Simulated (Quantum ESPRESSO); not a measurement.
**Collinear magnetic orders of Cr (Chromium) with Quantum ESPRESSO**

Wanted: the moments of Cr (Chromium) and the energy of each order that was tried.

Main program and level: Quantum ESPRESSO 7.5; PBE; plane waves with GBRV 1.5 PBE potentials, no spin-orbit coupling.

## 1. The starting structure

It takes space group Im-3m (No. 229, cubic). Conventional cell: a = 2.884 Å, b = 2.884 Å, c = 2.884 Å, α = 90.00°, β = 90.00°, γ = 90.00°. Nearest to Cr lie 8 Cr at 2.50 Å.

The cell comes from the Crystallography Open Database.

## 2. Start 1: ferro +

The signs are those of the starting moments on the seeded atoms, the atoms that are given a moment.

File pw.in:

```
&CONTROL
  calculation = 'scf'
  prefix = 'pwscf'
  outdir = './tmp'
  pseudo_dir = './pseudo'
  disk_io = 'nowf'
  tprnfor = .true.
  tstress = .true.
/
&SYSTEM
  ibrav = 0
  nat = 1
  ntyp = 1
  ecutwfc = 40
  ecutrho = 280
  nbnd = 14
  occupations = 'smearing'
  smearing = 'fd'
  degauss = 0.00734986
  nspin = 2
  starting_magnetization(1) = 0.1786
/
&ELECTRONS
  conv_thr = 2d-09
  electron_maxstep = 150
  mixing_beta = 0.3
/
ATOMIC_SPECIES
Cr     51.9961 cr_pbe_v1.5.uspp.F.UPF
CELL_PARAMETERS bohr
  -2.7248905854    2.7248905854    2.7248905854
   2.7248905854   -2.7248905854    2.7248905854
   2.7248905854    2.7248905854   -2.7248905854
ATOMIC_POSITIONS crystal
Cr      0.0000000000    0.0000000000    0.0000000000
K_POINTS automatic
14 14 14 0 0 0
```

On the command line:

```bash
OMP_NUM_THREADS=1 mpirun -n 2 pw.x -nk 2 -in pw.in > pw.out
```

Output:

```text
Program PWSCF v.7.5 starts

     Message from routine setup:
     using ibrav=0 with symmetry is DISCOURAGED, use correct ibrav instead

     K-points division:     npool     =       2
     Subspace diagonalization in iterative solution of the eigenvalue problem:

     G-vector sticks info
     --------------------
     sticks:   dense  smooth     PW     G-vecs:    dense   smooth      PW
     Sum         471     265    117                 6459     2779     791

     Using Slab Decomposition

     bravais-lattice index     =            0
     lattice parameter (alat)  =       4.7196  a.u.
     unit-cell volume          =      80.9296 (a.u.)^3
     number of atoms/cell      =            1
     number of atomic types    =            1
     number of electrons       =        14.00
     number of Kohn-Sham states=           14
     kinetic-energy cutoff     =      40.0000  Ry
     charge density cutoff     =     280.0000  Ry
     scf convergence threshold =      2.0E-09
     mixing beta               =       0.3000
     number of iterations used =            8  plain     mixing
     Exchange-correlation=  SLA  PW   PBX  PBC
                           (   1   4   3   4   0   0   0)

     celldm(1)=   4.719649  celldm(2)=   0.000000  celldm(3)=   0.000000
     celldm(4)=   0.000000  celldm(5)=   0.000000  celldm(6)=   0.000000

     crystal axes: (cart. coord. in units of alat)
               a(1) = (  -0.577350   0.577350   0.577350 )
               a(2) = (   0.577350  -0.577350   0.577350 )
               a(3) = (   0.577350   0.577350  -0.577350 )

     reciprocal axes: (cart. coord. in units 2 pi/alat)
               b(1) = ( -0.000000  0.866025  0.866025 )
               b(2) = (  0.866025 -0.000000  0.866025 )
               b(3) = (  0.866025  0.866025  0.000000 )

     PseudoPot. # 1 for Cr read from file:
     cr_pbe_v1.5.uspp.F.UPF
     Pseudo is Ultrasoft + core correction, Zval = 14.0
     Generated by new atomic code, or converted to UPF format
     Using radial grid of  857 points,  6 beta functions with:
                l(1) =   0
                l(2) =   0
                l(3) =   1
                l(4) =   1
                l(5) =   2
                l(6) =   2
     Q(r) pseudized with  8 coefficients,  rinner =    0.950   0.950   0.950
                                                       0.950   0.950

     atomic species   valence    mass     pseudopotential
     Cr               14.00    51.99610     Cr( 1.00)

     Starting magnetic structure
     atomic species   magnetization
     Cr              0.179

     48 Sym. Ops., with inversion, found

   Cartesian axes

     site n.     atom                  positions (alat units)
         1        Cr     tau(   1) = (   0.0000000   0.0000000   0.0000000  )

     number of k points=   104  Fermi-Dirac smearing, width (Ry)=  0.0073

     Number of k-points >= 100: set verbosity='high' to print them.

     Dense  grid:     6459 G-vectors     FFT dimensions: (  25,  25,  25)

     Smooth grid:     2779 G-vectors     FFT dimensions: (  20,  20,  20)

     Check: negative core charge=   -0.000011
     Generating pointlists ...
     new r_m :   0.4125 (alat units)  1.9469 (a.u.) for type    1

     Initial potential from superposition of free atoms

     starting charge      13.0000, renormalised to      14.0000

     negative rho (up, down):  1.047E-03 7.297E-04
     Starting wfcs are   10 randomized atomic wfcs +    4 random wfcs

     Self-consistent Calculation

     iteration #  1     ecut=    40.00 Ry     beta= 0.30
     Davidson diagonalization with overlap
     ethr =  1.00E-02,  avg # of iterations =  5.1

     negative rho (up, down):  1.150E-03 1.001E-03

     total energy              =    -175.20395083 Ry
     estimated scf accuracy    <       2.21666186 Ry

     total magnetization       =     0.41 Bohr mag/cell
     absolute magnetization    =     0.43 Bohr mag/cell

     iteration #  2     ecut=    40.00 Ry     beta= 0.30
     Davidson diagonalization with overlap
     ethr =  1.00E-02,  avg # of iterations =  1.8

     negative rho (up, down):  1.017E-03 1.102E-03

     total energy              =    -175.44692764 Ry
     estimated scf accuracy    <       0.11641478 Ry

     total magnetization       =     0.57 Bohr mag/cell
     absolute magnetization    =     0.59 Bohr mag/cell

     iteration #  3     ecut=    40.00 Ry     beta= 0.30
     Davidson diagonalization with overlap
     ethr =  8.32E-04,  avg # of iterations =  1.9

     negative rho (up, down):  4.592E-04 1.037E-03

     total energy              =    -175.48117490 Ry
     estimated scf accuracy    <       0.02398092 Ry

     total magnetization       =     0.49 Bohr mag/cell
     absolute magnetization    =     0.51 Bohr mag/cell

     [... further iterations left out ...]

     iteration # 10     ecut=    40.00 Ry     beta= 0.30
     Davidson diagonalization with overlap
     ethr =  7.04E-08,  avg # of iterations =  1.5

     negative rho (up, down):  8.898E-04 8.891E-04

     total energy              =    -175.49318553 Ry
     estimated scf accuracy    <       0.00000059 Ry

     total magnetization       =    -0.00 Bohr mag/cell
     absolute magnetization    =     0.00 Bohr mag/cell

     iteration # 11     ecut=    40.00 Ry     beta= 0.30
     Davidson diagonalization with overlap
     ethr =  4.20E-09,  avg # of iterations =  1.0

     negative rho (up, down):  8.890E-04 8.892E-04

     total energy              =    -175.49318542 Ry
     estimated scf accuracy    <       0.00000031 Ry

     total magnetization       =    -0.00 Bohr mag/cell
     absolute magnetization    =     0.00 Bohr mag/cell

     iteration # 12     ecut=    40.00 Ry     beta= 0.30
     Davidson diagonalization with overlap
     ethr =  2.19E-09,  avg # of iterations =  1.8

     negative rho (up, down):  8.891E-04 8.892E-04

     total energy              =    -175.49318552 Ry
     estimated scf accuracy    <       0.00000001 Ry

     total magnetization       =     0.00 Bohr mag/cell
     absolute magnetization    =     0.00 Bohr mag/cell

     iteration # 13     ecut=    40.00 Ry     beta= 0.30
     Davidson diagonalization with overlap
     ethr =  8.16E-11,  avg # of iterations =  1.4

     negative rho (up, down):  8.891E-04 8.892E-04

     Magnetic moment per site  (integrated on atomic sphere of radius R)
     atom   1 (R=0.413)  charge= 12.2454  magn=  0.0001

     End of self-consistent calculation

     Number of k-points >= 100: set verbosity='high' to print the bands.

     the Fermi energy is    18.6905 ev

!    total energy              =    -175.49318553 Ry
     estimated scf accuracy    <          1.8E-09 Ry
     smearing contrib. (-TS)   =      -0.00205660 Ry
     internal energy E=F+TS    =    -175.49112894 Ry

     The total energy is F=E-TS. E is the sum of the following terms:
     one-electron contribution =     -59.60879605 Ry
     hartree contribution      =      37.40514054 Ry
     xc contribution           =     -22.40336382 Ry
     ewald contribution        =    -130.88410961 Ry

     total magnetization       =     0.00 Bohr mag/cell
     absolute magnetization    =     0.00 Bohr mag/cell

     convergence has been achieved in  13 iterations

     negative rho (up, down):  8.891E-04 8.892E-04

     Forces acting on atoms (cartesian axes, Ry/au):

     atom    1 type  1   force =     0.00000000    0.00000000    0.00000000

     Total force =     0.000000     Total SCF correction =     0.000000

     Computing stress (Cartesian axis) and pressure

     negative rho (up, down):  8.891E-04 8.892E-04
          total   stress  (Ry/bohr**3)                   (kbar)     P=      -89.89
  -0.00061108   0.00000000   0.00000000          -89.89        0.00        0.00
   0.00000000  -0.00061108   0.00000000            0.00      -89.89        0.00
   0.00000000   0.00000000  -0.00061108            0.00        0.00      -89.89

=------------------------------------------------------------------------------=
   JOB DONE.
=------------------------------------------------------------------------------=
```

The job ended after 5.2 s (2 MPI ranks of Intel Xeon 6975P-C (Granite Rapids), shared host; peak memory 0.15 GiB; 10 s of CPU time).

Spin moment in the atom's sphere by atom:

```
atom  spin moment in the atom's sphere (μB)
 Cr1                                 0.0001
```

This step gave:

- smearing term TS: 0.02798 eV
- pressure: -8.989 GPa
- magnetization: 0 μB
- absolute magnetization: 0 μB
- final state: non-magnetic

Valence density in the ac plane of the conventional cell at fractional y = 0.000, with atoms of Cr within 0.2 Å of it. It is the smooth field of the valence electrons, not physical close to the nuclei.

Ten even steps from '0' (0 e/Å³) to '9' (14 e/Å³), each cell a mean:
```
79610000000279
86300000000137
22100000000012
00000000000000
00000000000000
00000000000000
00000000000000
00000000000000
00000000000000
00000000000000
11000000000001
65200000000136
89510000000269
18610000000287
```
Columns run along a (2.9 Å), rows up along c (2.9 Å), edges of the conventional cell, whose origin can differ from the input's. Atoms in or near the plane, at fractional coordinates: Cr at (0.00, 0.00).

## 3. Start 2: antiferro q=(0,0,1/2) +−

The cell is doubled to 2 atoms to hold this order. The wavevector q is in fractions of the reciprocal vectors of the crystal's primitive cell, as the cells of these inputs are built from it; moments change sign between cells as cos(2π q·R).

File pw.in:

```
&CONTROL
  calculation = 'scf'
  prefix = 'pwscf'
  outdir = './tmp'
  pseudo_dir = './pseudo'
  disk_io = 'nowf'
  tprnfor = .true.
  tstress = .true.
/
&SYSTEM
  ibrav = 0
  nat = 2
  ntyp = 2
  ecutwfc = 40
  ecutrho = 280
  nbnd = 21
  occupations = 'smearing'
  smearing = 'fd'
  degauss = 0.00734986
  nspin = 2
  starting_magnetization(1) = 0.1786
  starting_magnetization(2) = -0.1786
/
&ELECTRONS
  conv_thr = 4d-09
  electron_maxstep = 150
  mixing_beta = 0.3
/
ATOMIC_SPECIES
Cr1    51.9961 cr_pbe_v1.5.uspp.F.UPF
Cr2    51.9961 cr_pbe_v1.5.uspp.F.UPF
CELL_PARAMETERS bohr
  -2.7248905854    2.7248905854    2.7248905854
   2.7248905854   -2.7248905854    2.7248905854
   5.4497811708    5.4497811708   -5.4497811708
ATOMIC_POSITIONS crystal
Cr1     0.0000000000    0.0000000000    0.0000000000
Cr2     0.0000000000    0.0000000000    0.5000000000
K_POINTS automatic
14 14 7 0 0 0
```

Output:

```text
[banner, memory and clock lines left out]
Program PWSCF v.7.5 starts

     Message from routine setup:
     using ibrav=0 with symmetry is DISCOURAGED, use correct ibrav instead

     bravais-lattice index     =            0
     lattice parameter (alat)  =       4.7196  a.u.
     unit-cell volume          =     161.8591 (a.u.)^3
     number of atoms/cell      =            2
     number of atomic types    =            2
     number of electrons       =        28.00
     number of Kohn-Sham states=           21
     kinetic-energy cutoff     =      40.0000  Ry
     charge density cutoff     =     280.0000  Ry
     scf convergence threshold =      4.0E-09
     mixing beta               =       0.3000
     number of iterations used =            8  plain     mixing
     Exchange-correlation=  SLA  PW   PBX  PBC
                           (   1   4   3   4   0   0   0)

     celldm(1)=   4.719649  celldm(2)=   0.000000  celldm(3)=   0.000000
     celldm(4)=   0.000000  celldm(5)=   0.000000  celldm(6)=   0.000000

     crystal axes: (cart. coord. in units of alat)
               a(1) = (  -0.577350   0.577350   0.577350 )
               a(2) = (   0.577350  -0.577350   0.577350 )
               a(3) = (   1.154701   1.154701  -1.154701 )

     reciprocal axes: (cart. coord. in units 2 pi/alat)
               b(1) = ( -0.000000  0.866025  0.866025 )
               b(2) = (  0.866025 -0.000000  0.866025 )
               b(3) = (  0.433013  0.433013  0.000000 )

     PseudoPot. # 1 for Cr read from file:
     cr_pbe_v1.5.uspp.F.UPF
     Pseudo is Ultrasoft + core correction, Zval = 14.0

     PseudoPot. # 2 for Cr read from file:
     cr_pbe_v1.5.uspp.F.UPF
     Pseudo is Ultrasoft + core correction, Zval = 14.0

     atomic species   valence    mass     pseudopotential
     Cr1              14.00    51.99610     Cr( 1.00)
     Cr2              14.00    51.99610     Cr( 1.00)

     Starting magnetic structure
     atomic species   magnetization
     Cr1             0.179
     Cr2            -0.179

      8 Sym. Ops., with inversion, found

   Cartesian axes

     site n.     atom                  positions (alat units)
         1        Cr1    tau(   1) = (   0.0000000   0.0000000   0.0000000  )
         2        Cr2    tau(   2) = (   0.5773503   0.5773503  -0.5773503  )

     number of k points=   228  Fermi-Dirac smearing, width (Ry)=  0.0073

     Number of k-points >= 100: set verbosity='high' to print them.

     Dense  grid:    12839 G-vectors     FFT dimensions: (  25,  25,  54)

     Smooth grid:     5515 G-vectors     FFT dimensions: (  20,  20,  40)

     Check: negative core charge=   -0.000011
     Generating pointlists ...
     new r_m :   0.4125 (alat units)  1.9469 (a.u.) for type    1
     new r_m :   0.4125 (alat units)  1.9469 (a.u.) for type    2

     Initial potential from superposition of free atoms

     starting charge      26.0000, renormalised to      28.0000

     negative rho (up, down):  1.645E-03 1.645E-03
     Starting wfcs are   20 randomized atomic wfcs +    1 random wfcs

     Self-consistent Calculation

     iteration #  1     ecut=    40.00 Ry     beta= 0.30
     Davidson diagonalization with overlap
     ethr =  1.00E-02,  avg # of iterations =  3.9

     negative rho (up, down):  1.979E-03 1.979E-03

     total energy              =    -350.50714314 Ry
     estimated scf accuracy    <       4.15964137 Ry

     total magnetization       =    -0.00 Bohr mag/cell
     absolute magnetization    =     1.52 Bohr mag/cell

     iteration #  2     ecut=    40.00 Ry     beta= 0.30
     Davidson diagonalization with overlap
     ethr =  1.00E-02,  avg # of iterations =  2.0

     negative rho (up, down):  1.993E-03 1.992E-03

     total energy              =    -350.86707975 Ry
     estimated scf accuracy    <       0.27778977 Ry

     total magnetization       =    -0.00 Bohr mag/cell
     absolute magnetization    =     2.23 Bohr mag/cell

     [... further iterations left out ...]

     iteration # 16     ecut=    40.00 Ry     beta= 0.30
     Davidson diagonalization with overlap
     ethr =  1.00E-10,  avg # of iterations =  2.3

     negative rho (up, down):  1.647E-03 1.647E-03

     total energy              =    -350.98637103 Ry
     estimated scf accuracy    <       0.00000006 Ry

     total magnetization       =    -0.00 Bohr mag/cell
     absolute magnetization    =     0.00 Bohr mag/cell

     iteration # 17     ecut=    40.00 Ry     beta= 0.30
     Davidson diagonalization with overlap
     ethr =  1.00E-10,  avg # of iterations =  2.3

     negative rho (up, down):  1.647E-03 1.647E-03

     Magnetic moment per site  (integrated on atomic sphere of radius R)
     atom   1 (R=0.413)  charge= 12.2465  magn=  0.0001
     atom   2 (R=0.413)  charge= 12.2465  magn= -0.0001

     End of self-consistent calculation

     Number of k-points >= 100: set verbosity='high' to print the bands.

     the Fermi energy is    18.6903 ev

!    total energy              =    -350.98637106 Ry
     estimated scf accuracy    <          1.8E-09 Ry
     smearing contrib. (-TS)   =      -0.00411330 Ry
     internal energy E=F+TS    =    -350.98225776 Ry

     The total energy is F=E-TS. E is the sum of the following terms:
     one-electron contribution =    -119.21819645 Ry
     hartree contribution      =      74.81100631 Ry
     xc contribution           =     -44.80684840 Ry
     ewald contribution        =    -261.76821922 Ry

     total magnetization       =    -0.00 Bohr mag/cell
     absolute magnetization    =     0.00 Bohr mag/cell

     convergence has been achieved in  17 iterations

     negative rho (up, down):  1.647E-03 1.647E-03

     Forces acting on atoms (cartesian axes, Ry/au):

     atom    1 type  1   force =    -0.00000000   -0.00000000    0.00000000
     atom    2 type  2   force =    -0.00000000   -0.00000000    0.00000000

     Total force =     0.000000     Total SCF correction =     0.000000

     Computing stress (Cartesian axis) and pressure

     negative rho (up, down):  1.647E-03 1.647E-03
          total   stress  (Ry/bohr**3)                   (kbar)     P=      -88.88
  -0.00060419  -0.00000001   0.00000000          -88.88       -0.00        0.00
  -0.00000001  -0.00060419  -0.00000000           -0.00      -88.88       -0.00
  -0.00000000  -0.00000000  -0.00060423           -0.00       -0.00      -88.89
```

Elapsed: 40 s, on 2 MPI ranks; peak memory 0.27 GiB.

Spin moment in the atom's sphere by atom:

| atom | spin moment in the atom's sphere (μB) |
| --- | --- |
| Cr1 | 0.0001 |
| Cr2 | -0.0001 |

Numbers from this step:

* smearing term TS: 0.05596 eV
* pressure: -8.888 GPa
* magnetization: 0 μB
* absolute magnetization: 0 μB
* final state: non-magnetic

Valence density in the ac plane at fractional y = 0.000, with atoms of Cr within 0.2 Å of it. It is the smooth field of the valence electrons, not physical close to the nuclei.

Ten even steps from '_' (0 e/Å³) to '@' (16 e/Å³), each cell a mean:
```
##@@++..____________::++@@##
%%==::______________..==##@@
::..________________..::----
________________________....
____________________________
____________________________
____________________________
____________________________
____________________________
..::....__________________..
****==::________________..--
@@@@##--..____________..++@@
..##%%--..__________..==%%##
--@@**::____________..++@@==
@@##--..____________..++%%@@
++::..______________..--++**
..____________________....::
____________________________
____________________________
____________________________
____________________________
____________________________
......______________________
----::..________________..::
@@%%++::..____________..--**
**%%%%--..____________::##@@
__####--____________..++@@==
```
Columns run along a (2.5 Å), rows up along c (5.0 Å). Atoms in or near the plane, at fractional coordinates: Cr at (0.00, 0.00), Cr at (0.00, 0.50).

(Continued in part 2 of 2.)

[Logs and program files are shortened in this print: banners, set-up blocks, solver, clock and traceback lines can be left out without a mark of their own.]

[Logs are printed without paths, hosts, clocks, repeated set-up lines and the standing remarks that a program may print on its own settings, such as how far it seeks lower states.]

[Hosts, paths, dates, database ids (printed as entryN), source tags and the programs' standing remarks are cut or masked in the printed files.]

[Where a cell is said to come from a database of computed structures, the database is the Materials Project.]
